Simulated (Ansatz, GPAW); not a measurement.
# tetragonal PbO monolayer in an electric field

Wanted: the out-of-plane polarisability of tetragonal PbO monolayer.

Calculated with GPAW 26.7.0 and Ansatz 0.2.0; Ansatz plane waves; layer without images along its normal, relaxation of atoms and in-plane cell, in the first sound run; inputs show where later runs differ.

This is a report of a sequence of runs, with most program output left out.

## (1) The structure

The cell holds 4 atoms: 2 Pb and 2 O. Cell: a = 4.050 Å, b = 4.050 Å, c = 15.414 Å, α = 90.0°, β = 90.0°, γ = 90.0°. Vacuum lies along c.

## (2) Relaxing the atoms

Forces are removed first; all later runs use this geometry.

input.yaml

```yaml
crystal:
  lattice:
    - [4.05, 0.0, 0.0]
    - [0.0, 4.05, 0.0]
    - [0.0, 0.0, 15.4142135623]
  atoms:
    - { symbol: Pb, position: [0.5, 0.0, 0.4541263148] }
    - { symbol: O, position: [0.0, 0.0, 0.5] }
    - { symbol: O, position: [0.5, 0.5, 0.5] }
    - { symbol: Pb, position: [0.0, 0.5, 0.5458736852] }
  periodic: [true, true, false]
kpoints:
  mp_grid: { grid: [7, 7, 1] }
hamiltonian:
  xc: pbe
scf:
  occupations: { method: fermi_dirac, width: 0.05 }
relax:
  f_tol: 0.01
  max_steps: 90
  cell: {}
```

On the command line:

```bash
ansatz run input.yaml --threads 4 --pin off --max-ram 8192MiB --backend cpu --events-out ev --progress --plain --runs-dir out
```

Elapsed: 9.3 s, on 4 threads of AMD EPYC 9R14 (Zen 4), shared host; peak memory 0.76 GiB; 33 s of CPU time.

The steps of the relaxation:

| step | energy less that of the first step (eV) | largest force component (eV/Å) | volume (Å³) |
| --- | --- | --- | --- |
| 1 | 0.0000 | 6.6328 | 436.77 |
| 2 | -2.3893 | 3.8174 | 446.46 |
| 3 | -3.3589 | 1.1648 | 445.52 |
| 4 | -3.4465 | 0.4766 | 437.00 |
| 5 | -3.4612 | 0.0025 | 439.04 |
| 6 | -3.4619 | 0.0058 | 437.94 |
| 7 | -3.4624 | 0.0010 | 436.56 |
| 8* | -3.4624 | 0.0010 | 436.56 |

Relaxation steps marked * repeat the geometry before them on a plane-wave basis chosen anew for their cell, so energy and pressure can jump there.

Forces are held to the 16 operations that the run works with; a distortion that breaks them can't arise in this run.

| cell as run | before | after | change |
| --- | --- | --- | --- |
| a (Å) | 4.050 | 4.049 | -0.0 % |
| b (Å) | 4.050 | 4.049 | -0.0 % |

The atoms that moved most (Å, along periodic axes as changes of fractional coordinates times the final cell, across vacuum about the mean position):

| atom | dx | dy | dz | length |
| --- | --- | --- | --- | --- |
| Pb4 | 0.000 | 0.000 | 0.488 | 0.488 |
| Pb1 | 0.000 | 0.000 | -0.488 | 0.488 |

The relaxed structure:

```xyz
4
Lattice="4.0490 0.0000 0.0000 0.0000 4.0490 0.0000 0.0000 0.0000 26.6284" Properties=species:S:1:pos:R:3
Pb    2.0245    0.0000    6.5121
O     0.0000    0.0000    7.7071
O     2.0245    2.0245    7.7071
Pb    0.0000    2.0245    8.9021
```

Numbers from this step:

```yaml
free_energy: -24947.0907 eV
gap_by_band_count: 2.501 eV
symmetry_operations: 16
```

The relaxation lowered the energy of the cell by 3.46 eV.

## (3) Plane waves, PBE

The work function is the vacuum plateau of the electrostatic potential less the Fermi level; a dipole layer lets the two faces have plateaus of their own.

This step: GPAW, PAW setups; slab in vacuum (GPAW 26.7.0).

The cell differs from the one that the last finished run ended in (c 26.628 → 16.390 Å).

run.py

```python
import json
import numpy as np
from ase import Atoms
from gpaw import GPAW, PW

slab = Atoms(
    ['Pb', 'O', 'O', 'Pb'],
    positions=[
        [2.02452, 0.00000, 7.00000],
        [-0.00000, -0.00000, 8.19499],
        [2.02452, 2.02452, 8.19499],
        [0.00000, 2.02452, 9.38998]],
    cell=[[4.04904, 0.0, 0.0], [0.0, 4.04904, -0.0], [0.0, -0.0, 16.39]],
    pbc=[True, True, False])

slab.calc = GPAW(mode=PW(500), xc='PBE', kpts={'size': (7, 7, 1), 'gamma': True},
                 occupations={'name': 'fermi-dirac', 'width': 0.05}, nbands='140%',
                 convergence={'density': 1e-05}, maxiter=200,
                 poissonsolver={'dipolelayer': 'xy'},
                 symmetry={'tolerance': 1e-3}, txt='slab.txt')
result = {}
energy = slab.get_potential_energy()
fermi = slab.calc.get_fermi_level()
v = slab.calc.get_electrostatic_potential().mean((0, 1)) - fermi
n = slab.calc.get_pseudo_density().mean((0, 1))
L = slab.cell[2, 2]
z = np.arange(len(v)) * L / len(v)
low, high = slab.positions[:, 2].min(), slab.positions[:, 2].max()
below, above = np.interp([low - 4.8, high + 4.8], z, v)
slopes = [np.interp(x, z, np.gradient(v, z)) for x in (low - 4.8, high + 4.8)]
eps = np.array([[slab.calc.get_eigenvalues(k, s) for k in range(len(slab.calc.get_ibz_k_points()))]
                for s in range(slab.calc.get_number_of_spins())]) - fermi
top, bottom = eps[eps < 0].max(), eps[eps > 0].min()
dipole = slab.get_dipole_moment()[2]
print(f'energy {energy:.4f} eV, Fermi level {fermi:.4f} eV, dipole {dipole:.5f} e A')
print(f'potential 4.8 A off the faces, from the Fermi level: lower {below:.4f} eV, upper {above:.4f} eV')
print(f'slope of the potential there: lower {slopes[0]:.5f}, upper {slopes[1]:.5f} eV/A')
print(f'nearest levels on the mesh: {top:.4f} and {bottom:.4f} eV')
print('magnetic moment', round(slab.get_magnetic_moment(), 3))
result.update(energy=energy, fermi=fermi, dipole=dipole, below=below, above=above, slopes=slopes, edges=[top, bottom],
              z=z.tolist(), v=v.tolist(), n=n.tolist(), positions=slab.positions.tolist(),
              forces=slab.get_forces(apply_constraint=False).tolist(), moments=slab.get_magnetic_moments().tolist())
json.dump(result, open('result.json', 'w'))
```

On the command line:

```bash
OMP_NUM_THREADS=1 OPENBLAS_NUM_THREADS=1 python run.py
```

Elapsed: 22 s, on 1 thread; peak memory 0.24 GiB.

This step gave:

```
dipole along the normal                    : -2.53e-4 e·Å
levels nearest the Fermi level on the mesh : -1.272, 1.227 eV from the Fermi level
upper work function                        : 3.292 eV
lower work function                        : 3.289 eV
upper ionisation energy                    : 4.564 eV
```

The electrostatic potential energy of an electron (without an applied field's), less the Fermi level, planar mean by z:

| z (Å) | electrostatic potential energy of an electron (without an applied field's), less the Fermi level, planar mean (eV) |
| --- | --- |
| 0.0 | 3.29 |
| 0.5 | 3.29 |
| 1.0 | 3.29 |
| 1.5 | 3.29 |
| 2.0 | 3.29 |
| 2.5 | 3.29 |
| 3.0 | 3.29 |
| 3.5 | 3.28 |
| 4.0 | 3.27 |
| 4.5 | 3.23 |
| 5.0 | 3.08 |
| 5.5 | 2.55 |
| 6.0 | 0.667 |
| 6.5 | -5.67 |
| 7.0 | -12.7 |
| 7.5 | -5.97 |
| 8.0 | -7.93 |
| 8.5 | -5.78 |
| 9.0 | -7.76 |
| 9.5 | -12.2 |
| 10.0 | -3.70 |
| 10.5 | 1.30 |
| 11.0 | 2.73 |
| 11.5 | 3.13 |
| 12.0 | 3.24 |
| 12.5 | 3.28 |
| 13.0 | 3.29 |
| 13.5 | 3.29 |
| 14.0 | 3.29 |
| 14.5 | 3.29 |
| 15.0 | 3.29 |
| 15.5 | 3.29 |
| 16.0 | 3.29 |

Pseudo valence density, planar mean against z:

| z (Å) | pseudo valence density, planar mean (e/Å³) |
| --- | --- |
| 0.00 | 0 |
| 0.36 | 0 |
| 0.91 | 0 |
| 1.27 | 1.1e-6 |
| 1.82 | 3.1e-6 |
| 2.19 | 7.3e-6 |
| 2.55 | 1.7e-5 |
| 3.10 | 6.3e-5 |
| 3.46 | 1.5e-4 |
| 4.01 | 6.0e-4 |
| 4.37 | 0.00149 |
| 4.73 | 0.00373 |
| 5.28 | 0.0149 |
| 5.65 | 0.0378 |
| 6.19 | 0.160 |
| 6.56 | 0.375 |
| 6.92 | 0.759 |
| 7.47 | 0.489 |
| 7.83 | 0.651 |
| 8.38 | 0.835 |
| 8.74 | 0.504 |
| 9.29 | 0.764 |
| 9.65 | 0.577 |
| 10.02 | 0.244 |
| 10.56 | 0.0609 |
| 10.93 | 0.0237 |
| 11.47 | 0.00591 |
| 11.84 | 0.00236 |
| 12.20 | 9.5e-4 |
| 12.75 | 2.4e-4 |
| 13.11 | 9.9e-5 |
| 13.66 | 2.6e-5 |
| 14.02 | 1.1e-5 |
| 14.39 | 4.7e-6 |
| 14.93 | 1.6e-6 |
| 15.30 | 0 |
| 15.84 | 0 |
| 16.21 | 0 |

Force by atom:

| atom | x (eV/Å) | y (eV/Å) | z (eV/Å) | size |
| --- | --- | --- | --- | --- |
| Pb1 | 0.0000 | 0.0000 | 0.0577 | 0.0577 |
| O2 | 0.0000 | 0.0000 | 0.0000 | 0.0000 |
| O3 | 0.0000 | 0.0000 | 0.0000 | 0.0000 |
| Pb4 | 0.0000 | 0.0000 | -0.0577 | 0.0577 |

The layer is gapped, so the Fermi level lies somewhere inside the gap, set by smearing and numerics, and these work functions are no property of the material; the band edges below the vacuum level are. The potential is flat to 0.001 eV/Å where it is read, so the vacuum is wide enough. The geometry is the other program's minimum; here the largest force on a free atom is 0.058 eV/Å.

## (4) In a field

A uniform field along the normal polarises the slab; the atoms stay fixed, so this is the electronic response alone.

run.py, as its differences from that of step 3:

```diff
@@ -4,2 +4,3 @@
 from gpaw import GPAW, PW
+from gpaw.external import ConstantElectricField
 
@@ -19,2 +20,3 @@
                  poissonsolver={'dipolelayer': 'xy'},
+                 external=ConstantElectricField(-0.2, [0, 0, 1]),
                  symmetry={'tolerance': 1e-3}, txt='slab.txt')
```

The job ended after 44 s (1 thread; peak memory 0.32 GiB).

Numbers from this step:

```
dipole along the normal                                         : -0.08772 e·Å
levels nearest the Fermi level on the mesh                      : -1.228, 1.129 eV from the Fermi level
potential below the slab, the applied field's own ramp left out : 2.858 eV from the Fermi level
potential above the slab, the applied field's own ramp left out : 3.826 eV from the Fermi level
```

Electrostatic potential energy of an electron (without an applied field's), less the Fermi level, planar mean against z:

z (Å), electrostatic potential energy of an electron (without an applied field's), less the Fermi level, planar mean (eV) and a bar from the least value:
```
      0.0        3.3 #############################
      0.5        2.9 ############################
      1.0        2.9 ############################
      1.5        2.9 ############################
      2.0        2.9 ############################
      2.5        2.9 ############################
      3.0        2.9 ############################
      3.5        2.9 ############################
      4.0        2.8 ############################
      4.5        2.8 ############################
      5.0        2.7 ############################
      5.5        2.2 ###########################
      6.0        0.3 ########################
      6.5       -5.9 ############
      7.0      -12.9 
      7.5       -6.1 ############
      8.0       -7.9 #########
      8.5       -5.7 #############
      9.0       -7.6 ##########
      9.5      -11.9 ##
     10.0       -3.3 #################
     10.5        1.7 ##########################
     11.0        3.2 #############################
     11.5        3.6 ##############################
     12.0        3.8 ##############################
     12.5        3.8 ##############################
     13.0        3.8 ##############################
     13.5        3.8 ##############################
     14.0        3.8 ##############################
     14.5        3.8 ##############################
     15.0        3.8 ##############################
     15.5        3.8 ##############################
     16.0        3.8 ##############################
```

Force by atom:

| atom | x (eV/Å) | y (eV/Å) | z (eV/Å) | size |
| --- | --- | --- | --- | --- |
| Pb1 | 0.000 | 0.000 | -0.014 | 0.014 |
| O2 | 0.000 | 0.000 | 0.070 | 0.070 |
| O3 | 0.000 | 0.000 | 0.070 | 0.070 |
| Pb4 | 0.000 | 0.000 | -0.125 | 0.125 |

The dipole is now -0.0877 e Å, against -2.5e-4 in the run without a field.

## (5) In a field

run.py, as its differences from that of step 4:

```diff
@@ -20,3 +20,3 @@
                  poissonsolver={'dipolelayer': 'xy'},
-                 external=ConstantElectricField(-0.2, [0, 0, 1]),
+                 external=ConstantElectricField(-0.1, [0, 0, 1]),
                  symmetry={'tolerance': 1e-3}, txt='slab.txt')
```

Elapsed: 45 s, on 1 thread; peak memory 0.32 GiB.

Numbers from this step:

| Item | Value |
| --- | --- |
| dipole along the normal | -0.04383 e·Å |
| levels nearest the Fermi level on the mesh | -1.293, 1.138 eV from the Fermi level |
| potential below the slab, the applied field's own ramp left out | 3.029 eV from the Fermi level |
| potential above the slab, the applied field's own ramp left out | 3.513 eV from the Fermi level |

Table of electrostatic potential energy of an electron (without an applied field's), less the Fermi level, planar mean by z:

| z (Å) | electrostatic potential energy of an electron (without an applied field's), less the Fermi level, planar mean (eV) |
| --- | --- |
| 0.0 | 3.27 |
| 0.5 | 3.03 |
| 1.0 | 3.03 |
| 1.5 | 3.03 |
| 2.0 | 3.03 |
| 2.5 | 3.03 |
| 3.0 | 3.03 |
| 3.5 | 3.02 |
| 4.0 | 3.01 |
| 4.5 | 2.97 |
| 5.0 | 2.83 |
| 5.5 | 2.31 |
| 6.0 | 0.462 |
| 6.5 | -5.83 |
| 7.0 | -12.8 |
| 7.5 | -6.06 |
| 8.0 | -7.97 |
| 8.5 | -5.77 |
| 9.0 | -7.71 |
| 9.5 | -12.1 |
| 10.0 | -3.56 |
| 10.5 | 1.48 |
| 11.0 | 2.93 |
| 11.5 | 3.34 |
| 12.0 | 3.46 |
| 12.5 | 3.50 |
| 13.0 | 3.51 |
| 13.5 | 3.51 |
| 14.0 | 3.51 |
| 14.5 | 3.51 |
| 15.0 | 3.51 |
| 15.5 | 3.51 |
| 16.0 | 3.50 |

Force by atom:

| atom | x (eV/Å) | y (eV/Å) | z (eV/Å) | size |
| --- | --- | --- | --- | --- |
| Pb1 | 0.0000 | 0.0000 | 0.0213 | 0.0213 |
| O2 | 0.0000 | 0.0000 | 0.0350 | 0.0350 |
| O3 | 0.0000 | 0.0000 | 0.0350 | 0.0350 |
| Pb4 | 0.0000 | 0.0000 | -0.0908 | 0.0908 |

The dipole is now -0.0438 e Å, against -2.5e-4 in the run without a field.

## (6) In a field

run.py, as its differences from that of step 5:

```diff
@@ -20,3 +20,3 @@
                  poissonsolver={'dipolelayer': 'xy'},
-                 external=ConstantElectricField(-0.1, [0, 0, 1]),
+                 external=ConstantElectricField(-0.05, [0, 0, 1]),
                  symmetry={'tolerance': 1e-3}, txt='slab.txt')
```

Wall time 43 s (1 thread); peak memory 0.31 GiB.

Electrostatic potential energy of an electron (without an applied field's), less the Fermi level, planar mean against z:

| z (Å) | electrostatic potential energy of an electron (without an applied field's), less the Fermi level, planar mean (eV) |
| --- | --- |
| 0 | 3.24 |
| 1 | 3.11 |
| 2 | 3.11 |
| 3 | 3.11 |
| 4 | 3.10 |
| 5 | 2.91 |
| 6 | 0.520 |
| 7 | -12.8 |
| 8 | -8.00 |
| 9 | -7.78 |
| 10 | -3.68 |
| 11 | 2.78 |
| 12 | 3.31 |
| 13 | 3.35 |
| 14 | 3.36 |
| 15 | 3.36 |
| 16 | 3.35 |

## (7) Field on

run.py, as its differences from that of step 6:

```diff
@@ -20,3 +20,3 @@
                  poissonsolver={'dipolelayer': 'xy'},
-                 external=ConstantElectricField(-0.05, [0, 0, 1]),
+                 external=ConstantElectricField(0.05, [0, 0, 1]),
                  symmetry={'tolerance': 1e-3}, txt='slab.txt')
```

It took 46 s on 1 thread; peak memory 0.32 GiB.

Table of electrostatic potential energy of an electron (without an applied field's), less the Fermi level, planar mean by z:

| z (Å) | electrostatic potential energy of an electron (without an applied field's), less the Fermi level, planar mean (eV) |
| --- | --- |
| 0.0 | 3.24 |
| 0.5 | 3.36 |
| 1.0 | 3.36 |
| 1.5 | 3.36 |
| 2.0 | 3.36 |
| 2.5 | 3.36 |
| 3.0 | 3.35 |
| 3.5 | 3.35 |
| 4.0 | 3.34 |
| 4.5 | 3.29 |
| 5.0 | 3.14 |
| 5.5 | 2.60 |
| 6.0 | 0.706 |
| 6.5 | -5.65 |
| 7.0 | -12.7 |
| 7.5 | -6.00 |
| 8.0 | -7.98 |
| 8.5 | -5.85 |
| 9.0 | -7.86 |
| 9.5 | -12.3 |
| 10.0 | -3.83 |
| 10.5 | 1.15 |
| 11.0 | 2.56 |
| 11.5 | 2.96 |
| 12.0 | 3.07 |
| 12.5 | 3.10 |
| 13.0 | 3.11 |
| 13.5 | 3.11 |
| 14.0 | 3.11 |
| 14.5 | 3.11 |
| 15.0 | 3.11 |
| 15.5 | 3.11 |
| 16.0 | 3.12 |

## (8) Field on

run.py, as its differences from that of step 7:

```diff
@@ -20,3 +20,3 @@
                  poissonsolver={'dipolelayer': 'xy'},
-                 external=ConstantElectricField(0.05, [0, 0, 1]),
+                 external=ConstantElectricField(0.1, [0, 0, 1]),
                  symmetry={'tolerance': 1e-3}, txt='slab.txt')
```

Run time: 45 s. Hardware: 1 thread; peak memory 0.31 GiB.

The dipole is now 0.0438 e Å, against -2.5e-4 in the run without a field.

## (9) In a field

run.py, as its differences from that of step 8:

```diff
@@ -20,3 +20,3 @@
                  poissonsolver={'dipolelayer': 'xy'},
-                 external=ConstantElectricField(0.1, [0, 0, 1]),
+                 external=ConstantElectricField(0.2, [0, 0, 1]),
                  symmetry={'tolerance': 1e-3}, txt='slab.txt')
```

Elapsed: 44 s, on 1 thread; peak memory 0.31 GiB.

The dipole is now 0.0877 e Å, against -2.5e-4 in the run without a field.

## (10) In a field

run.py, as its differences from that of step 9:

```diff
@@ -20,3 +20,3 @@
                  poissonsolver={'dipolelayer': 'xy'},
-                 external=ConstantElectricField(0.2, [0, 0, 1]),
+                 external=ConstantElectricField(0.3, [0, 0, 1]),
                  symmetry={'tolerance': 1e-3}, txt='slab.txt')
```

It took 49 s on 1 thread; peak memory 0.32 GiB.

Table of electrostatic potential energy of an electron (without an applied field's), less the Fermi level, planar mean by z:

| z (Å) | electrostatic potential energy of an electron (without an applied field's), less the Fermi level, planar mean (eV) |
| --- | --- |
| 0 | 3.46 |
| 1 | 4.19 |
| 2 | 4.19 |
| 3 | 4.19 |
| 4 | 4.16 |
| 5 | 3.93 |
| 6 | 1.39 |
| 7 | -12.2 |
| 8 | -7.72 |
| 9 | -7.83 |
| 10 | -4.01 |
| 11 | 2.24 |
| 12 | 2.70 |
| 13 | 2.73 |
| 14 | 2.74 |
| 15 | 2.74 |
| 16 | 2.79 |

The dipole is now 0.132 e Å, against -2.5e-4 in the run without a field.

## (11) The series

The members are put on one axis.

This step: induced dipole against applied field (GPAW 26.7.0).

Table of dipole along the normal by field:

| field (V/Å) | dipole along the normal (e·Å) |
| --- | --- |
| -0.200 | -0.0877 |
| -0.100 | -0.0438 |
| -0.050 | -0.0219 |
| 0.000 | -2.5e-4 |
| 0.050 | 0.0219 |
| 0.100 | 0.0438 |
| 0.200 | 0.0877 |
| 0.300 | 0.132 |

## (12) Outcome

```
work function, both faces (Fermi level placed in the gap by the smearing)        : 3.29 eV
ionisation energy from the upper face (highest filled level on the mesh)         : 4.56 eV
electron affinity from the upper face (lowest empty Kohn-Sham level on the mesh) : 2.07 eV
dipole along the normal                                                          : -2.5e-4 e Å
induced dipole per field                                                         : 0.439 e Å per V/Å
out-of-plane polarisability per area, α/(ε0 A)                                   : 4.84 Å
```

**Reading.** The field induces 0.439 e Å per V/Å, a polarisable thickness α/(ε0 A) of 4.84 Å beside 2.39 Å between the outermost nuclei. A perfect conductor would give the distance between its two image planes; a dielectric of thickness t gives t(1 - 1/ε). The levels nearest the Fermi level on the mesh lie 2.50 eV apart, so the slab is gapped there: the smearing puts the Fermi level inside the gap, and from either face the ionisation energy is the work function plus 1.3 eV. Both are Kohn-Sham levels on the mesh, and semilocal gaps are too small, so the affinity tends to come out too large and the ionisation energy too small. The induced dipole is linear in the field over this range. With elements this heavy, spin-orbit coupling can move band edges by tenths of an eV. The small printed dipole stands for a step of 2.8 meV from the lower to the upper face, and the probes find 3.1 meV; values this small are near the numerical noise of both. The layer's cell and atoms come from the relaxation; spin-orbit coupling and temperature are left out.

[Logs are printed without paths, hosts, clocks, repeated set-up lines and the standing remarks that a program may print on its own settings, such as how far it seeks lower states.]

[Hosts, paths, dates, database ids (printed as entryN), source tags and the programs' standing remarks are cut or masked in the printed files.]
